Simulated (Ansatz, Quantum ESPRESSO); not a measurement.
# Conductance against width: vacuum gaps between two Ir(100) faces, part 3 of 4

How fast does transmission decay with width? The series: vacuum gaps between two Ir(100) faces.

Quantum ESPRESSO 7.5; plane-wave DFT, LDA, GBRV ultrasoft pseudopotentials; cross-check by Ansatz 0.2.0 with PAW datasets.

So far. Step 2 (SCF with pw.x, 4 Å): The run needed 13 iterations to bring the estimated error under 1e-07 Ry; the largest force on any atom, held or free, is 1.36 eV/Å. Step 3 (Transmission with pwcond.x, 4 Å): The run is unpolarised; a magnetic state was not tried, may lie lower and would change T.

### 4. Cross-check with Ansatz, 4 Å

As a check, the same structure is run in Ansatz.

Level of this step: plane-wave DFT, LDA, Ansatz PAW (Ansatz 0.2.0).

Input file input.yaml:

```yaml
crystal:
  lattice:
    - [2.7365032432, 0.0, 0.0]
    - [0.0, 2.7365032432, 0.0]
    - [0.0, 0.0, 33.025]
  atoms:
    - { symbol: Ir, position: [0.0, 0.0, 0.0] }
    - { symbol: Ir, position: [0.5, 0.5, 0.0585919758] }
    - { symbol: Ir, position: [0.0, 0.0, 0.1171839516] }
    - { symbol: Ir, position: [0.5, 0.5, 0.1757759273] }
    - { symbol: Ir, position: [0.0, 0.0, 0.2343679031] }
    - { symbol: Ir, position: [0.5, 0.5, 0.2929598789] }
    - { symbol: Ir, position: [0.0, 0.0, 0.3515518547] }
    - { symbol: Ir, position: [0.5, 0.5, 0.4101438304] }
    - { symbol: Ir, position: [0.0, 0.0, 0.5312641938] }
    - { symbol: Ir, position: [0.5, 0.5, 0.5898561696] }
    - { symbol: Ir, position: [0.0, 0.0, 0.6484481453] }
    - { symbol: Ir, position: [0.5, 0.5, 0.7070401211] }
    - { symbol: Ir, position: [0.0, 0.0, 0.7656320969] }
    - { symbol: Ir, position: [0.5, 0.5, 0.8242240727] }
    - { symbol: Ir, position: [0.0, 0.0, 0.8828160484] }
    - { symbol: Ir, position: [0.5, 0.5, 0.9414080242] }
kpoints:
  mp_grid: { grid: [9, 9, 1] }
hamiltonian:
  xc: lda
scf:
  occupations: { method: fermi_dirac, width: 0.1 }
  convergence: { dr2_threshold: 1.0e-08 }
output:
  transmission: { leads: [[0, 2]], e_range: [-0.4, 0.4], de: 0.4, kmesh: [8, 8] }
  write_potential: true
  write_density: true
  volumetric_format: npy
```

Run with:

```bash
> ansatz run input.yaml --threads 4 --pin off --max-ram 16384MiB --backend cpu --events-out ev --progress --plain --runs-dir out
```

Numbers of over 12 decimals in the logs are rounded to 6 here.

Log:

```text
Engine: ansatz 0.2.0, aarch64-unknown-linux-gnu
Pseudopotentials: kind: paw
Pseudopotential: Ir, paw, valence charge 17, recommended cutoff 420 eV (normal), Ir.paw.azcp
Functional definition: SPW92
  exchange = slater_x
  correlation = pw_c
Crystal: 16 atoms, lattice volume = 247.306 Å³
Basis set: ecut = 420 eV, 4915 PW (Γ)
Bands: 164, of which v1, the nominal top of the filled ones, is band 136 counted from 1 (135 counted from 0)
Symmetry: 16 space group operations
Space group: P4/nmm (ITA 129), of the structure as read, at distance tolerance 6.3e-5 Å
k-points: 15 of 81
Non-local potential: Ir, projectors of the file, l = 0: 3, l = 1: 2, l = 2: 2, l = 3: 1
PAW form: soft (Blöchl's): semilocal exchange-correlation on the pseudo side does not see the compensation charge
PAW frozen core: Ir, regenerated for the run's functional, and the local potential with it (the file was generated under x = pbe(κ = 0.804, μ = 0.219515), c = pbe(β = 0.066725))
PAW one-centre angular grid: Ir, 590 points (default); XC on 64 Gauss nodes
Initial density: superposition of atomic densities (neutral atoms: chi_scale 0, normalization atom), corrected by the library's trained network
Initial wavefunctions: pseudopotential atomic-orbital guess
Functional: x = slater, c = lda
SCF iter   1: F=—  HF=-186611.013716 eV  |F-HF|=—  |Δ(HF+E_count)|=         —  Δρ=1.62e-2  dr2=3.90e1  ethr=1.77e-3  ⟨swp⟩=5.5  Hψ=8140  notcnv=0  defer=62
preconditioner: auto → LDOS  [metal: Δε(μ)=0.016 eV  Ē_g=6.670 eV  σ=0.100 eV  W_gap=0.04  n_scr=96 (ndim 8)  ℏωp=28.3 eV  f_vac=0.034  D(μ)=15.04/eV (n_scr^D=162)  β→1.0]
SCF iter   2: F=—  HF=-186610.851510 eV  |F-HF|=—  |Δ(HF+E_count)|=   1.62e-1  Δρ=3.25e-3  dr2=5.18e-1  ethr=1.77e-3  ⟨swp⟩=1.1  Hψ=2839  notcnv=0  defer=58
SCF iter   3: F=—  HF=-186610.844171 eV  |F-HF|=—  |Δ(HF+E_count)|=   7.34e-3  Δρ=1.69e-3  dr2=1.94e-2  ethr=1.90e-4  ⟨swp⟩=2.0  Hψ=3069  notcnv=0  defer=60
SCF iter   4: F=—  HF=-186610.839930 eV  |F-HF|=—  |Δ(HF+E_count)|=   4.24e-3  Δρ=3.19e-4  dr2=8.46e-4  ethr=7.14e-6  ⟨swp⟩=2.1  Hψ=3635  notcnv=0  defer=60
SCF iter   5: F=—  HF=-186610.839869 eV  |F-HF|=—  |Δ(HF+E_count)|=   6.02e-5  Δρ=1.33e-4  dr2=1.81e-4  ethr=3.11e-7  ⟨swp⟩=2.0  Hψ=3505  notcnv=0  defer=60
SCF iter   6: F=—  HF=-186610.839844 eV  |F-HF|=—  |Δ(HF+E_count)|=   2.54e-5  Δρ=3.24e-5  dr2=2.68e-5  ethr=6.65e-8  ⟨swp⟩=2.0  Hψ=3342  notcnv=0  defer=60
SCF iter   7: F=—  HF=-186610.839836 eV  |F-HF|=—  |Δ(HF+E_count)|=   7.52e-6  Δρ=9.20e-6  dr2=6.20e-7  ethr=9.85e-9  ⟨swp⟩=1.6  Hψ=2433  notcnv=0  defer=60
SCF iter   8: F=—  HF=-186610.839274 eV  |F-HF|=—  |Δ(HF+E_count)|=   5.62e-4  Δρ=2.39e-6  dr2=3.25e-8  ethr=2.28e-10  ⟨swp⟩=2.0  Hψ=3631  notcnv=0  defer=59
SCF iter   9: F=-186610.839274 eV  HF=-186610.839274 eV  |F-HF|=9.90e-10  |Δ(HF+E_count)|=  5.82e-10  Δρ=8.94e-7  dr2=1.78e-9  ethr=3.68e-12  ⟨swp⟩=9.1  Hψ=6350  notcnv=0
SCF 1 converged in 9 iterations: F = -186610.839274 eV  dr2 = 1.78e-9
  greatest PAW one-centre occupation: 1.000 electrons in one spin orbital (limit 2), on the Ir atom at site 10 (counted from 0), in its partial waves of l = 0
transmission: 93 of 930 steps passed
transmission: 186 of 930 steps passed
[...]
transmission: 930 of 930 steps passed
SCF converged after 9 iterations
Free energy (F): -186610.839274 eV
Harris-Foulkes:  -186610.839274 eV  (|F-HF|=9.90e-10)
Internal energy: -186610.323135 eV  (E = F + TS)
E sigma→0 (E₀):  -186610.581204 eV
Entropy (-TS):   -0.516140 eV (-32.259 meV/atom)
Fermi energy:    22.701048 eV
--- Per-component energies (eV) ---
  E_band       = -2097.238906
  E_kinetic    = 9951.495831
  E_local      = -37554.842132  (includes V_loc(G=0)·N_el)
  E_nonlocal   = 1275.902910
  E_hartree    = 16411.736386
  E_xc         = -4252.200153
  E_vxc        = -4784.411106  (∫ρ·V_xc dr)
  E_paw        = -143249.919781  (= ΣΔE_a)
  E_vpaw       = -3808.859167  (= ΣTr[D̂ρ^β])
  E_aug_tail   = 0.000653  (compensation charges beyond the density's cutoff)
  E_ewald      = -29199.082483
  E_core_change = 6.585635  (= ΣΔE_core)
  E_smearing   = -0.516140  (= −TS)
  E_closure    = -0.000000  (closes the sum)
  Σ components = -186610.839274   (vs F -186610.839274, Δ=0.00e0)
--- Band table (eV; the first three rows and the last of 15) ---
  k-point 0: bands = [... 132 lower, 21.8692, 22.0099, 22.1765, 22.3451, 22.3451, 22.3605, 22.5580, 22.7608, ... 24 higher]
  k-point 1: bands = [... 132 lower, 21.6972, 21.8368, 21.9708, 22.0175, 22.1029, 22.1313, 22.2402, 22.4579, ... 24 higher]
  k-point 2: bands = [... 132 lower, 21.7463, 21.7518, 21.7796, 21.8716, 21.8844, 22.0440, 22.1028, 22.3620, ... 24 higher]
  k-point 14: bands = [... 132 lower, 23.8814, 23.8838, 23.8857, 23.8869, 23.8873, 23.8899, 23.8916, 23.9083, ... 24 higher]
--- Transmission ---
  basis      : 69 plane waves across, 62 finite elements along
  points     : 15, standing for a mesh of 8 x 8
  energies   : 3 from -0.400000 to 0.400000 eV about the Fermi level, 0.400000 eV apart; the leads are filled to 0.000000 eV, and channels, transmission and decay are at 0.000000 eV
  crystal 0  : Ir2, at the sites [0, 2], period 3.8700 Å, over 30.96 Å; its Hamiltonian steps by up to 5.9 meV
    offset         : up to 0.0000 Å between an atom of the period and one for which it stands
    channels       : 2.187500e0 a spin
    conductance    : none, the energies end too early or step too widely for 300 K: set another output.transmission.e_range or a lower de, or, where they end at an eighth of basis.ecutwfc, a higher one
    slowest decay  : 0.0562 /Å at (0.5000, 0.2500)
  junction   : crystal 0 to crystal 0, -0.27 to 28.89 Å
    transmission   : 3.575298e-1 a spin
    conductance    : none, the energies end too early or step too widely for 300 K: set another output.transmission.e_range or a lower de, or, where they end at an eighth of basis.ecutwfc, a higher one
```

Run time: 23 s. Hardware: 4 threads of Arm Neoverse V1, shared host; peak memory 1.2 GiB; 76 s of CPU time.

This step gave:

- free energy: -186610.8393 eV
- energy at zero smearing: -186610.5812 eV
- smearing term TS: 0.5161 eV
- Fermi energy: 22.70 eV
- symmetry operations: 16
- transmission at the Fermi level, one spin: 0.3575
- step of the lead's Hamiltonian over a period: 5.9 meV

Per spin; mean over the k mesh across the current. The transmission, zone mean by energy, zero at the Fermi level:

```tsv
energy (eV)	transmission, zone mean
-0.400	0.508
0.000	0.358
0.400	0.368
```

Per spin; mean over the k mesh across the current. Table of open channels, zone mean by energy, zero at the Fermi level:

```tsv
energy (eV)	open channels, zone mean
-0.400	1.81
0.000	2.19
0.400	2
```

Ansatz finds T = 0.358 against pwcond's 0.352.

### 5. Self-consistent run, 5 Å

Level of this step: plane-wave DFT, LDA, GBRV ultrasoft pseudopotentials (Quantum ESPRESSO 7.5).

Input file j1.scf.in:

```
&control
  prefix = 'j1.scf'
  outdir = './out'
  pseudo_dir = './pseudo'
  calculation = 'scf'
  tprnfor = .true.
/
&system
  ibrav = 0
  nat = 16
  ntyp = 1
  ecutwfc = 40
  ecutrho = 200
  occupations = 'smearing'
  smearing = 'mv'
  degauss = 0.01
/
&electrons
  conv_thr = 1e-07
  mixing_beta = 0.25
  electron_maxstep = 120
  mixing_mode = 'local-TF'
/
ATOMIC_SPECIES
  Ir  192.2170  ir_lda_v1.2.uspp.F.UPF
CELL_PARAMETERS angstrom
  2.73650324319194 0.00000000000000 0.00000000000000
  0.00000000000000 2.73650324319194 0.00000000000000
  0.00000000000000 0.00000000000000 34.02500000000000
ATOMIC_POSITIONS crystal
  Ir  0.000000000000 0.000000000000 0.000000000000
  Ir  0.500000000000 0.500000000000 0.056869948567
  Ir  0.000000000000 0.000000000000 0.113739897134
  Ir  0.500000000000 0.500000000000 0.170609845702
  Ir  0.000000000000 0.000000000000 0.227479794269
  Ir  0.500000000000 0.500000000000 0.284349742836
  Ir  0.000000000000 0.000000000000 0.341219691403
  Ir  0.500000000000 0.500000000000 0.398089639971
  Ir  0.000000000000 0.000000000000 0.545040411462
  Ir  0.500000000000 0.500000000000 0.601910360029
  Ir  0.000000000000 0.000000000000 0.658780308597
  Ir  0.500000000000 0.500000000000 0.715650257164
  Ir  0.000000000000 0.000000000000 0.772520205731
  Ir  0.500000000000 0.500000000000 0.829390154298
  Ir  0.000000000000 0.000000000000 0.886260102866
  Ir  0.500000000000 0.500000000000 0.943130051433
K_POINTS automatic
  9 9 1 0 0 0
```

Run with:

```bash
> OMP_NUM_THREADS=1 mpirun -n 4 pw.x -nk 4 -in j1.scf.in > j1.scf.out
```

Log:

```text
[banner, memory and clock lines left out]
Program PWSCF v.7.5 starts
[...]
Message from routine setup:
[...]
number of electrons       =       240.00
     number of Kohn-Sham states=          144
     kinetic-energy cutoff     =      40.0000  Ry
     charge density cutoff     =     200.0000  Ry
[...]
number of k points=    15  Marzari-Vanderbilt smearing, width (Ry)=  0.0100
[...]
Dense  grid:    82189 G-vectors     FFT dimensions: (  24,  24, 300)
[...]
negative rho (up, down):  5.740E+00 0.000E+00
     Starting wfcs are  192 randomized atomic wfcs
[...]
negative rho (up, down):  5.358E+00 0.000E+00
[...]
estimated scf accuracy    <      28.84628373 Ry
[...]
negative rho (up, down):  4.728E+00 0.000E+00
[...]
estimated scf accuracy    <      12.01006361 Ry
[...]
negative rho (up, down):  4.675E+00 0.000E+00
[...]
estimated scf accuracy    <       1.09661259 Ry
[...]
negative rho (up, down):  4.624E+00 0.000E+00
[...]
estimated scf accuracy    <       0.43715213 Ry
[...]
negative rho (up, down):  4.761E+00 0.000E+00
[...]
estimated scf accuracy    <       0.03677290 Ry
[...]
negative rho (up, down):  4.870E+00 0.000E+00
[...]
estimated scf accuracy    <       0.00513451 Ry
[...]
negative rho (up, down):  4.878E+00 0.000E+00
[...]
estimated scf accuracy    <       0.00127655 Ry
[...]
negative rho (up, down):  4.881E+00 0.000E+00
[...]
estimated scf accuracy    <       0.00013677 Ry
[...]
negative rho (up, down):  4.881E+00 0.000E+00
[...]
estimated scf accuracy    <       0.00005326 Ry
[...]
negative rho (up, down):  4.883E+00 0.000E+00
[...]
estimated scf accuracy    <       0.00000717 Ry
[...]
negative rho (up, down):  4.882E+00 0.000E+00
[...]
estimated scf accuracy    <       0.00000200 Ry
[...]
negative rho (up, down):  4.883E+00 0.000E+00
[...]
estimated scf accuracy    <       0.00000140 Ry
[...]
negative rho (up, down):  4.882E+00 0.000E+00
[...]
estimated scf accuracy    <       0.00000011 Ry
[...]
negative rho (up, down):  4.882E+00 0.000E+00
[...]
the Fermi energy is    21.0835 ev
!    total energy              =   -2909.86416616 Ry
     estimated scf accuracy    <       0.00000003 Ry
     smearing contrib. (-TS)   =      -0.00142637 Ry
     internal energy E=F+TS    =   -2909.86273980 Ry
[...]
one-electron contribution =   -2544.64681839 Ry
     hartree contribution      =    1468.37806031 Ry
     xc contribution           =    -803.47609419 Ry
     ewald contribution        =   -1030.11788752 Ry
     convergence has been achieved in  14 iterations
     negative rho (up, down):  4.882E+00 0.000E+00
[...]
Total force =     0.112290     Total SCF correction =     0.000409
[...]
```

Run time: 3.6 min. Hardware: 4 MPI ranks; peak memory 1.2 GiB.

This step gave:

```
free energy  : -39590.7189 eV
Fermi energy : 21.08 eV
```

### 6. The open system, 5 Å

Input file j1.cond.in:

```
&inputcond
  outdir = './out'
  prefixt = 'j1.scf'
  tran_file = 'j1.cond.dat'
  bdl = 2.8284271247
  bds = 12.4337510232
  ikind = 1
  ewind = 4.0
  epsproj = 1e-05
  nz1 = 7
  energy0 = 0.4
  denergy = -0.4
/
15
  0.00000000 0.00000000 0.01562500
  0.00000000 0.12500000 0.06250000
  0.00000000 0.25000000 0.06250000
  0.00000000 0.37500000 0.06250000
  0.00000000 0.50000000 0.03125000
  0.12500000 0.12500000 0.06250000
  0.12500000 0.25000000 0.12500000
  0.12500000 0.37500000 0.12500000
  0.12500000 0.50000000 0.06250000
  0.25000000 0.25000000 0.06250000
  0.25000000 0.37500000 0.12500000
  0.25000000 0.50000000 0.06250000
  0.37500000 0.37500000 0.06250000
  0.37500000 0.50000000 0.06250000
  0.50000000 0.50000000 0.01562500
3
```

Run with:

```bash
> OMP_NUM_THREADS=1 mpirun -n 4 pwcond.x -in j1.cond.in > j1.cond.out
```

Log:

```text
[banner, memory and clock lines left out]
Program PWCOND v.7.5 starts
[citation notice left out]

[...]
./out/j1.scf.save/

[...]
negative rho (up, down):  4.882E+00 0.000E+00
     Reading collected, re-writing distributed wavefunctions

===== INPUT FILE containing all the regions =====

     GEOMETRY:

     lattice parameter (alat)  =       5.1712  a.u.
     the volume                =    1719.4386 (a.u.)^3
     the cross section         =      26.7417 (a.u.)^2
     l of the unit cell        =      12.4338 (alat)
[...]
2 -->     3     0.00000     0.00000
    2 -->     4     0.00000     0.00000
   Total T_j, R_j =    0.00025  0.99975

    3 -->     1     0.00000     0.00000
    3 -->     2     0.00000     0.00000
    3 -->     3     0.00027     0.99973
    3 -->     4     0.00000     0.00000
   Total T_j, R_j =    0.00027  0.99973

    4 -->     1     0.00000     0.00000
    4 -->     2     0.00000     0.00000
    4 -->     3     0.00000     0.00000
    4 -->     4     0.00027     0.99973
   Total T_j, R_j =    0.00027  0.99973

E-Ef(ev), T(x2 spins) =   -0.4000000   0.0020634
   T_tot     0.40000      0.30651E+00
   T_tot     0.00000      0.17835E+00
   T_tot    -0.40000      0.33371E+00

[...]
```

It took 84 s on 4 MPI ranks; peak memory 0.26 GiB; 5.6 min of CPU time.

Numbers from this step:

| Quantity | Value |
| --- | --- |
| transmission at the Fermi level, one spin | 0.08917 |
| conductance | 0.08917 G₀ |

Per spin; mean over the k mesh across the current. Transmission, zone mean against energy, zero at the Fermi level:

```tsv
energy (eV)	transmission, zone mean
-0.400	0.167
0.000	0.0892
0.400	0.153
```

The run is unpolarised; a magnetic state was not tried, may lie lower and would change T.

T goes from 0.352 to 0.0892, a factor of 4.0.

### 7. Cross-check with Ansatz, 5 Å

Level of this step: plane-wave DFT, LDA, Ansatz PAW (Ansatz 0.2.0).

Input file input.yaml:

```yaml
crystal:
  lattice:
    - [2.7365032432, 0.0, 0.0]
    - [0.0, 2.7365032432, 0.0]
    - [0.0, 0.0, 34.025]
  atoms:
    - { symbol: Ir, position: [0.0, 0.0, 0.0] }
    - { symbol: Ir, position: [0.5, 0.5, 0.0568699486] }
    - { symbol: Ir, position: [0.0, 0.0, 0.1137398971] }
    - { symbol: Ir, position: [0.5, 0.5, 0.1706098457] }
    - { symbol: Ir, position: [0.0, 0.0, 0.2274797943] }
    - { symbol: Ir, position: [0.5, 0.5, 0.2843497428] }
    - { symbol: Ir, position: [0.0, 0.0, 0.3412196914] }
    - { symbol: Ir, position: [0.5, 0.5, 0.39808964] }
    - { symbol: Ir, position: [0.0, 0.0, 0.5450404115] }
    - { symbol: Ir, position: [0.5, 0.5, 0.60191036] }
    - { symbol: Ir, position: [0.0, 0.0, 0.6587803086] }
    - { symbol: Ir, position: [0.5, 0.5, 0.7156502572] }
    - { symbol: Ir, position: [0.0, 0.0, 0.7725202057] }
    - { symbol: Ir, position: [0.5, 0.5, 0.8293901543] }
    - { symbol: Ir, position: [0.0, 0.0, 0.8862601029] }
    - { symbol: Ir, position: [0.5, 0.5, 0.9431300514] }
kpoints:
  mp_grid: { grid: [9, 9, 1] }
hamiltonian:
  xc: lda
scf:
  occupations: { method: fermi_dirac, width: 0.1 }
  convergence: { dr2_threshold: 1.0e-08 }
output:
  transmission: { leads: [[0, 2]], e_range: [-0.4, 0.4], de: 0.4, kmesh: [8, 8] }
  write_potential: true
  write_density: true
  volumetric_format: npy
  elf: true
```

Run with:

```bash
> ansatz run input.yaml --threads 4 --pin off --max-ram 16384MiB --backend cpu --events-out ev --progress --plain --runs-dir out
```

Log:

```text
[...]
Crystal: 16 atoms, lattice volume = 254.795 Å³
Basis set: ecut = 420 eV, 5077 PW (Γ)
Bands: 164, of which v1, the nominal top of the filled ones, is band 136 counted from 1 (135 counted from 0)
Symmetry: 16 space group operations
[...]
k-points: 15 of 81
[...]
k-point 14: bands = [... 132 lower, 23.0411, 23.0442, 23.0451, 23.0463, 23.0501, 23.0513, 23.0517, 23.0722, ... 24 higher]
--- Transmission ---
  basis      : 69 plane waves across, 63 finite elements along
  points     : 15, standing for a mesh of 8 x 8
[...]
channels       : 2.187500e0 a spin
[...]
slowest decay  : 0.0562 /Å at (0.5000, 0.2500)
  junction   : crystal 0 to crystal 0, -0.27 to 29.89 Å
    transmission   : 1.287500e-1 a spin
[...]
[key lines of the parts left out:]
SCF converged after 10 iterations
Free energy (F): -186610.602135 eV
Fermi energy:    21.860762 eV
```

It took 23 s on 4 threads; peak memory 1.2 GiB.

Read from the output:

```
free energy                                  : -186610.6021 eV
energy at zero smearing                      : -186610.3388 eV
smearing term TS                             : 0.5266 eV
Fermi energy                                 : 21.86 eV
transmission at the Fermi level, one spin    : 0.1288
step of the lead's Hamiltonian over a period : 6.1 meV
```

Per spin; mean over the k mesh across the current. The transmission, zone mean by energy, zero at the Fermi level:

```tsv
energy (eV)	transmission, zone mean
-0.400	0.178
0.000	0.129
0.400	0.0560
```

Ansatz finds T = 0.129 against pwcond's 0.0892.

(Part 3 of 4 ends here.)

[Logs are printed without paths, hosts, clocks, repeated set-up lines and the standing remarks that a program may print on its own settings, such as how far it seeks lower states.]

[Hosts, paths, dates, database ids (printed as entryN), source tags and the programs' standing remarks are cut or masked in the printed files.]

[Maps of the electrostatic potential energy from Ansatz leave out the sawtooth potential of an applied field or a dipole correction, so their vacuum need not be flat; planar profiles and work functions include it.]
